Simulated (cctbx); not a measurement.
# Absolute structure of GdTaCrSiGe

Space group P1 (no. 1), a = 3.9430 Å, b = 3.9540 Å, c = 6.2130 Å, α = 108.07°, β = 108.00°, γ = 90.69°.

```csv
atom,mult.,x,y,z,Ueq (Å²)
Ta1,1,0.7699,0.2492,0.5062,0.0111
Gd1,1,0.0089,0.0050,0.9889,0.0120
Ge1,1,0.3780,0.3909,0.7651,0.0168
Cr1,1,0.2351,0.7640,0.4966,0.0189
Si1,1,0.6288,0.6272,0.2254,0.0261
```

The model was made for the exercise: a known structure type with other elements put in, its volume estimated, not relaxed; displacement parameters are assumed.

Data sets are simulated with cctbx and refined with Bijvoet mates kept apart; Flack x is then fitted as the share of an inverted twin with the atoms fixed, Hooft y from the Bijvoet differences. The group has rotations alone, so the crystal has a hand.

Untwinned crystal. What Flack and Hooft values should come out?

```csv
λ (Å),extinction (unmodelled),d min (Å),top counts,error (%),model,R1,Flack x,s.u.,Hooft y,s.u.,pairs
0.71073,0,0.77,5000,6,as given,0.0306,0.04,0.03,0.038,0.031,332
0.71073,0,0.77,5000,6,inverted,0.0479,0.94,0.03,0.973,0.032,332
1.54184,0,0.83,70000,3,as given,0.0126,0.000,0.0011,-0.003,0.003,250
```

With Mo Kα, x is within 3 s.u. of 0, so the hand is right. With Cu Kα, x is within 3 s.u. of 0, so the hand is right. Inverting the model turns x into about 1 − x.

A further crystal gives:

| λ (Å) | extinction (unmodelled) | d min (Å) | top counts | error (%) | model | R1 | Flack x | s.u. | Hooft y | s.u. | pairs |
| --- | --- | --- | --- | --- | --- | --- | --- | --- | --- | --- | --- |
| 0.71073 | 0 | 0.6 | 40000 | 6 | as given | 0.0271 | 0.136 | 0.01 | 0.133 | 0.012 | 696 |

**Question.** What is it?

It was simulated as an inversion twin with a fraction 0.15 of the inverted domain. Flack x is over 3 s.u. from both 0 and 1 and reads that fraction.

[Logs are printed without paths, hosts, clocks, repeated set-up lines and the standing remarks that a program may print on its own settings, such as how far it seeks lower states.]
